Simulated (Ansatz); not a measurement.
## How Ru(0001) screens a field

Wanted: the response of a Ru(0001) slab to a perpendicular field.

Main program and level: Ansatz 0.2.0; plane-wave DFT, PBE, Ansatz PAW.

Report form: inputs, costs, results and the conclusion, without the logs.

### 1. The starting structure

The cell holds 9 atoms: 9 Ru. Its edges and angles: a = 2.700 Å, b = 2.700 Å, c = 35.107 Å, α = 90.0°, β = 90.0°, γ = 60.0°. Vacuum lies along c.

### 2. Atoms held, field 0

A sawtooth potential applies the field, turning back in the middle of the vacuum. With the dipole correction the typed value is the field outside the slab. The induced dipole is small, so the SCF threshold is tight.

Contents of input.yaml:

```yaml
crystal:
  lattice:
    - [2.7, 0.0, 0.0]
    - [1.35, 2.3382685902, 0.0]
    - [0.0, 0.0, 35.1072]
  atoms:
    - { symbol: Ru, position: [0.0, 0.0, 0.2563576702] }
    - { symbol: Ru, position: [0.6666666667, 0.6666666667, 0.3172682527] }
    - { symbol: Ru, position: [0.0, 0.0, 0.3781788351] }
    - { symbol: Ru, position: [0.6666666667, 0.6666666667, 0.4390894176] }
    - { symbol: Ru, position: [0.0, 0.0, 0.5] }
    - { symbol: Ru, position: [0.6666666667, 0.6666666667, 0.5609105824] }
    - { symbol: Ru, position: [0.0, 0.0, 0.6218211649] }
    - { symbol: Ru, position: [0.6666666667, 0.6666666667, 0.6827317473] }
    - { symbol: Ru, position: [0.0, 0.0, 0.7436423298] }
kpoints:
  mp_grid: { grid: [24, 24, 1] }
hamiltonian:
  xc: pbe
scf:
  occupations: { method: fermi_dirac, width: 0.1 }
  convergence: { dr2_threshold: 1.0e-10 }
efield:
  axis: 3
  dipole_correction: true
  ramp_position: 0.97
  ramp_width: 0.06
  amplitude: 0
output:
  forces: true
  write_potential: true
  write_density: true
  volumetric_format: npy
```

On the command line:

```sh
$ ansatz run input.yaml --threads 4 --pin off --max-ram 6144MiB --backend cpu --events-out ev --progress --plain --runs-dir out
```

It took 89 s on 4 threads of Arm Neoverse N1, shared host; peak memory 1.2 GiB.

Numbers from this step:

* energy at zero smearing: -52906.0364 eV
* work function, upper face: 5.068 eV
* dipole along the normal: 4.79e-8 e·Å

Running mean over 2.138 Å of the planar mean; the ramp of the sawtooth is left out. Table of electron's electrostatic potential energy less the Fermi level by z:

z (Å), electron's electrostatic potential energy less the Fermi level (eV) and a bar from the least value:
```
        4        5.1 ##############################
        5        5.1 ##############################
        6        5.0 ##############################
        7        3.9 ############################
        8       -6.3 #############
        9      -14.3 #
       10      -14.7 
       11      -14.8 
       12      -14.9 
       13      -14.8 
       14      -14.8 
       15      -14.8 
       16      -14.8 
       17      -14.8 
       18      -14.8 
       19      -14.8 
       20      -14.8 
       21      -14.8 
       22      -14.8 
       23      -14.9 
       24      -14.9 
       25      -14.7 
       26      -14.4 #
       27       -7.9 ###########
       28        3.6 ############################
       29        5.0 ##############################
       30        5.1 ##############################
       31        5.1 ##############################
```

Force by atom:

| atom | x (eV/Å) | y (eV/Å) | z (eV/Å) | size |
| --- | --- | --- | --- | --- |
| Ru1 | 0.000 | 0.000 | 0.537 | 0.537 |
| Ru2 | 0.000 | 0.000 | -0.681 | 0.681 |
| Ru3 | 0.000 | 0.000 | -0.153 | 0.153 |
| Ru4 | 0.000 | 0.000 | 0.082 | 0.082 |
| Ru5 | 0.000 | 0.000 | 0.000 | 0.000 |
| Ru6 | 0.000 | 0.000 | -0.082 | 0.082 |
| Ru7 | 0.000 | 0.000 | 0.153 | 0.153 |
| Ru8 | 0.000 | 0.000 | 0.681 | 0.681 |
| Ru9 | 0.000 | 0.000 | -0.537 | 0.537 |

The work function of the upper face is 5.07 eV.

### 3. Atoms held, field 0.05 V/Å

input.yaml, as its differences from that of step 2:

```diff
@@ -27,3 +27,3 @@
   ramp_width: 0.06
-  amplitude: 0
+  amplitude: 0.05
 output:
```

The job ended after 96 s (4 threads; peak memory 1.1 GiB; 6.4 min of CPU time).

The dipole is 0.0361 e·Å.

### 4. Atoms held, field -0.05 V/Å

input.yaml, as its differences from that of step 3:

```diff
@@ -27,3 +27,3 @@
   ramp_width: 0.06
-  amplitude: 0.05
+  amplitude: -0.05
 output:
```

Run time: 96 s. Hardware: 4 threads; peak memory 1.1 GiB.

The dipole is -0.0361 e·Å.

### 5. Single point, field 0.1 V/Å

input.yaml, as its differences from that of step 4:

```diff
@@ -27,3 +27,3 @@
   ramp_width: 0.06
-  amplitude: -0.05
+  amplitude: 0.1
 output:
```

Run time: 95 s. Hardware: 4 threads; peak memory 1.1 GiB.

The dipole is 0.0723 e·Å.

### 6. Single point, field -0.1 V/Å

input.yaml, as its differences from that of step 5:

```diff
@@ -27,3 +27,3 @@
   ramp_width: 0.06
-  amplitude: 0.1
+  amplitude: -0.1
 output:
```

Elapsed: 96 s, on 4 threads; peak memory 1.1 GiB; 6.4 min of CPU time.

The dipole is -0.0723 e·Å.

### 7. Atoms held, field 0.2 V/Å

input.yaml, as its differences from that of step 6:

```diff
@@ -27,3 +27,3 @@
   ramp_width: 0.06
-  amplitude: -0.1
+  amplitude: 0.2
 output:
```

Run time: 98 s. Hardware: 4 threads; peak memory 1.1 GiB.

The dipole is 0.145 e·Å.

### 8. Atoms held, field -0.2 V/Å

input.yaml, as its differences from that of step 7:

```diff
@@ -27,3 +27,3 @@
   ramp_width: 0.06
-  amplitude: 0.2
+  amplitude: -0.2
 output:
```

Wall time 98 s (4 threads); peak memory 1.1 GiB.

The dipole is -0.145 e·Å.

### 9. Single point, field 0.4 V/Å

input.yaml, as its differences from that of step 8:

```diff
@@ -27,3 +27,3 @@
   ramp_width: 0.06
-  amplitude: -0.2
+  amplitude: 0.4
 output:
@@ -33 +33,2 @@
   volumetric_format: npy
+  elf: true
```

Elapsed: 99 s, on 4 threads; peak memory 1.1 GiB.

Running mean over 2.138 Å of the planar mean, with the applied field; the ramp of the sawtooth is left out. Electron's electrostatic potential energy less the Fermi level against z:

| z (Å) | electron's electrostatic potential energy less the Fermi level (eV) |
| --- | --- |
| 4 | 3.81 |
| 5 | 4.20 |
| 6 | 4.50 |
| 7 | 3.77 |
| 8 | -6.30 |
| 9 | -14.3 |
| 10 | -14.7 |
| 11 | -14.8 |
| 12 | -14.9 |
| 13 | -14.8 |
| 14 | -14.8 |
| 15 | -14.8 |
| 16 | -14.8 |
| 17 | -14.8 |
| 18 | -14.8 |
| 19 | -14.8 |
| 20 | -14.8 |
| 21 | -14.8 |
| 22 | -14.8 |
| 23 | -14.9 |
| 24 | -14.9 |
| 25 | -14.7 |
| 26 | -14.4 |
| 27 | -7.86 |
| 28 | 3.72 |
| 29 | 5.42 |
| 30 | 5.91 |
| 31 | 6.32 |

The dipole is 0.289 e·Å.

### 10. The response

This step: plane-wave DFT, PBE, Ansatz PAW; screening of a field by a metal slab (Ansatz 0.2.0).

The dipoles give the slope, and the difference of two potentials shows where the field is screened.

Numbers from this step:

```yaml
equivalent_conductor_thickness_p_eps_0ae: 20.72 Å
distance_between_the_outer_atoms: 17.11 Å
inner_field_over_outer_field: 3.31e-4
image_plane_upper_face: 1.808 Å
induced_electrons_on_the_upper_face_over_eps_0e: -1.0000
image_plane_lower_face: 1.809 Å
induced_electrons_on_the_lower_face_over_eps_0e: 0.9995
```

Table of dipole of the cell by applied field:

| applied field (V/Å) | dipole of the cell (e·Å) |
| --- | --- |
| -0.200 | -0.145 |
| -0.100 | -0.0723 |
| -0.050 | -0.0361 |
| 0.000 | 0 |
| 0.050 | 0.0361 |
| 0.100 | 0.0723 |
| 0.200 | 0.145 |
| 0.400 | 0.289 |

Local field over the applied field, running mean. From the potentials at -0.05 and 0.05 V/Å; running mean over 2.138 Å. The local field over applied field by z:

| z (Å) | local field over applied field |
| --- | --- |
| 4.5 | 0.994 |
| 5.0 | 0.985 |
| 5.5 | 0.962 |
| 6.0 | 0.910 |
| 6.5 | 0.802 |
| 7.0 | 0.619 |
| 7.5 | 0.393 |
| 8.0 | 0.196 |
| 8.5 | 0.0518 |
| 9.0 | -0.0116 |
| 9.5 | -0.00703 |
| 10.0 | 1.5e-4 |
| 10.5 | 0.00519 |
| 11.0 | 0.00191 |
| 11.5 | -0.00169 |
| 12.0 | -0.00209 |
| 12.5 | -0.00264 |
| 13.0 | -0.00310 |
| 13.5 | -0.00166 |
| 14.0 | -7.6e-4 |
| 14.5 | -1.6e-4 |
| 15.0 | -1.5e-4 |
| 15.5 | 1.5e-4 |
| 16.0 | 1.8e-4 |
| 16.5 | 2.7e-5 |
| 17.0 | 4.3e-4 |
| 17.5 | 4.3e-4 |
| 18.0 | 4.5e-4 |
| 18.5 | 9.3e-5 |
| 19.0 | 1.6e-4 |
| 19.5 | 1.5e-4 |
| 20.0 | -4.0e-5 |
| 20.5 | -2.8e-4 |
| 21.0 | -5.0e-4 |
| 21.5 | -0.00147 |
| 22.0 | -0.00275 |
| 22.5 | -0.00317 |
| 23.0 | -0.00171 |
| 23.5 | -0.00215 |
| 24.0 | 0.00103 |
| 24.5 | 0.00506 |
| 25.0 | 7.0e-4 |
| 25.5 | -0.00369 |
| 26.0 | -0.0151 |
| 26.5 | 0.0312 |
| 27.0 | 0.160 |
| 27.5 | 0.346 |
| 28.0 | 0.572 |
| 28.5 | 0.769 |
| 29.0 | 0.892 |
| 29.5 | 0.954 |
| 30.0 | 0.981 |
| 30.5 | 0.993 |

The induced electron density oscillates, so the rows of the table below give means over 1 Å (shorter at the two ends). Its distinct maxima (Å: e/Å³ per V/Å): 7.8: 0.00406, 8.9: 4.9e-4, 10.8: 3.5e-4, 24.0: 6.2e-4, 25.7: 7.6e-4, 26.5: 0.00149. Distinct minima: 8.6: -0.00149, 9.4: -7.6e-4, 11.1: -6.2e-4, 24.4: -3.5e-4, 26.2: -4.9e-4, 27.4: -0.00406.

Electrons, planar mean, per unit field. Table of induced electron density by z; means over each step:

| z (Å) | induced electron density (e/Å³ per V/Å) |
| --- | --- |
| 5 | 1.0e-4 |
| 6 | 6.1e-4 |
| 7 | 0.00251 |
| 8 | 0.00268 |
| 9 | -4.3e-4 |
| 10 | 4.0e-6 |
| 11 | -1.5e-5 |
| 12 | 7.1e-5 |
| 13 | -2.3e-5 |
| 14 | 2.9e-6 |
| 15 | 8.2e-6 |
| 16 | -8.0e-6 |
| 17 | -1.2e-7 |
| 18 | 5.8e-9 |
| 19 | 1.1e-5 |
| 20 | -1.2e-5 |
| 21 | 2.9e-6 |
| 22 | 1.5e-5 |
| 23 | -3.6e-5 |
| 24 | 5.7e-6 |
| 25 | -4.6e-5 |
| 26 | 3.3e-4 |
| 27 | -0.00214 |
| 28 | -0.00279 |
| 29 | -7.2e-4 |
| 30 | -1.3e-4 |

By hand: between -0.05 and 0.05 V/Å the dipole changes by 0.07229 e·Å, a slope of 0.7229 e·Å²/V. A perfect conductor of thickness t has p = ε₀AEt, so t = 180.95 × 0.7229 / 6.313 = 20.72 Å (e/ε₀ = 180.95 V·Å, A in Å²). Less the 17.11 Å between the outer atoms, and halved, that puts each image plane 1.81 Å out.

The induced dipole is that of a conductor 20.72 Å thick.

### 11. The same run with other settings

This step: plane-wave DFT, PBE, Ansatz PAW (Ansatz 0.2.0).

An input spoilt on purpose, to show how the run answers: it repeats the earlier run at 0.05 V/Å with efield.ramp_width from 0.06 to 0.9, and scf.max_iter set to 80.

input.yaml, as its differences from that of step 9:

```diff
@@ -22,2 +22,3 @@
   convergence: { dr2_threshold: 1.0e-10 }
+  max_iter: 80
 efield:
@@ -26,4 +27,4 @@
   ramp_position: 0.97
-  ramp_width: 0.06
-  amplitude: 0.4
+  ramp_width: 0.9
+  amplitude: 0.05
 output:
@@ -33,2 +34 @@
   volumetric_format: npy
-  elf: true
```

The job ended after 0.35 s (4 threads; peak memory 0.58 GiB).

The program refused the input before any cycle.

The program's message: “Error: efield: ion 0 (Ru) at fractional coordinate 0.2564 along the field axis lies inside the sawtooth ramp with 2 of the planes that the density is read on at each end, [0.9617, 0.8783] — the ramp m …”

The fault put into the input: a ramp so wide that it reaches the atoms.

### 12. A changed input

This step: plane-wave DFT, PBE, Ansatz PAW, but for the change named below (Ansatz 0.2.0).

An input spoilt on purpose, to show how the run answers: it repeats the earlier run at 0.05 V/Å with hamiltonian.xc from pbe to b3-lyp, and scf.max_iter set to 100.

input.yaml, as its differences from that of step 11:

```diff
@@ -18,3 +18,3 @@
 hamiltonian:
-  xc: pbe
+  xc: b3-lyp
 scf:
@@ -22,3 +22,3 @@
   convergence: { dr2_threshold: 1.0e-10 }
-  max_iter: 80
+  max_iter: 100
 efield:
@@ -27,3 +27,3 @@
   ramp_position: 0.97
-  ramp_width: 0.9
+  ramp_width: 0.06
   amplitude: 0.05
```

It took 0.03 s on 4 threads; peak memory 0.021 GiB.

The input was rejected at the start.

The program's message: “Error: YAML parse error: error: line 19 column 7: hamiltonian.xc: unknown variant `b3-lyp`, expected one of `lda`, `lda-pw`, `pw92`, `pbe`, `pbesol`, `rpbe`, `revpbe`, `blyp`, `pbe0`, `revpbe0`, `b3ly …”

The fault put into the input: an unknown functional.

### 13. Results

| Quantity | Value |
| --- | --- |
| work function | 5.07 eV |
| image plane, upper face | 1.81 Å |
| induced electrons on the upper face over ε₀E | -1.000 |
| equivalent conductor thickness p/(ε₀AE) | 20.7 Å |
| inner field over outer field | 3.3e-4 |

In words: The induced charge has its centre 1.81 Å outside the outermost atoms; this is the plane from which a capacitor's gap or an image potential counts. The equivalent conductor thickness exceeds the distance between the outer atoms by 3.61 Å, about the sum of the two image-plane distances. In the middle of the slab the field is screened to under 0.5 % of its outer value. The atoms are held at bulk positions with the tabulated experimental lattice constant.

[Long decimals in the printed logs are rounded to 6 places.]

[Logs are printed without paths, hosts, clocks, repeated set-up lines and the standing remarks that a program may print on its own settings, such as how far it seeks lower states.]

[Hosts, paths, dates, database ids (printed as entryN), source tags and the programs' standing remarks are cut or masked in the printed files.]

[Maps of the electrostatic potential energy from Ansatz leave out the sawtooth potential of an applied field or a dipole correction, so their vacuum need not be flat; planar profiles and work functions include it.]
